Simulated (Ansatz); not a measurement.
An input for Ansatz 0.2.0 (Sb2Se3 (Antimonselite)):

```yaml
crystal:
  lattice:
    - [11.77, 0.0, 0.0]
    - [0.0, 3.962, 0.0]
    - [0.0, 0.0, 11.62]
  atoms:
    - { symbol: Sb, position: [0.0305, 0.25, 0.328] }
    - { symbol: Sb, position: [0.9695, 0.75, 0.672] }
    - { symbol: Sb, position: [0.4695, 0.75, 0.828] }
    - { symbol: Sb, position: [0.5305, 0.25, 0.172] }
    - { symbol: Sb, position: [0.1478, 0.75, 0.0397] }
    - { symbol: Sb, position: [0.8522, 0.25, 0.9603] }
    - { symbol: Sb, position: [0.3522, 0.25, 0.5397] }
    - { symbol: Sb, position: [0.6478, 0.75, 0.4603] }
    - { symbol: Se, position: [0.0534, 0.25, 0.8732] }
    - { symbol: Se, position: [0.9466, 0.75, 0.1268] }
    - { symbol: Se, position: [0.4466, 0.75, 0.3732] }
    - { symbol: Se, position: [0.5534, 0.25, 0.6268] }
    - { symbol: Se, position: [0.1302, 0.75, 0.4434] }
    - { symbol: Se, position: [0.8698, 0.25, 0.5566] }
    - { symbol: Se, position: [0.3698, 0.25, 0.9434] }
    - { symbol: Se, position: [0.6302, 0.75, 0.0566] }
    - { symbol: Se, position: [0.2132, 0.25, 0.1935] }
    - { symbol: Se, position: [0.7868, 0.75, 0.8065] }
    - { symbol: Se, position: [0.2868, 0.75, 0.6935] }
    - { symbol: Se, position: [0.7132, 0.25, 0.3065] }
kpoints:
  mp_grid: { grid: [4, 8, 4] }
  band_path:
    path:
      - [0.0, 0.0, 0.0]
      - [0.5, 0.0, 0.0]
      - [0.5, 0.5, 0.0]
      - [0.0, 0.5, 0.0]
      - [0.0, 0.0, 0.5]
      - [0.5, 0.0, 0.5]
      - [0.5, 0.5, 0.5]
      - [0.0, 0.5, 0.5]
      - [0.0, 0.0, 0.2]
      - [0.0, 0.0, 0.3]
      - [0.0, 0.0, 0.25]
    npoints: 1
hamiltonian:
  xc: pbe
scf:
  occupations: { method: fixed }
  n_extra_bands: 10
output:
  eigenvalues: true
  forces: true
  stress: true
  write_density: true
  write_potential: true
  elf: true
  volumetric_format: npy
```

```sh
ansatz run input.yaml --threads 3 --pin off --max-ram 92160MiB --backend cuda --events-out ev --progress --plain --runs-dir out --devices 1 --max-vram 13GiB
```

Question: How long will it take on 1 × NVIDIA H100 80GB HBM3 (shared by 6 runs) with 3 threads of AMD EPYC 7R13 (Zen 3), shared host, and how much memory?

It took 19 s; on shared hardware allow 9.4 s to 38 s. Peak host memory was 2.3 GiB. The sizes that set the cost: 10641 plane waves a state, 45 irreducible k points and 8 SCF cycles.

[Paths, hosts, dates, memory and timing lines, banners, echoed tables and standing remarks are left out of the program output.]

[Logs are printed without paths, hosts, clocks, repeated set-up lines and the standing remarks that a program may print on its own settings, such as how far it seeks lower states.]

[Runs of the session that timed out or met a known fault of the program may be left out.]

[Cells called generated may have been cut or substituted from an entry of the Crystallography Open Database or the Materials Project.]

[Hosts, paths, dates, database ids (printed as entryN), source tags and the programs' standing remarks are cut or masked in the printed files.]
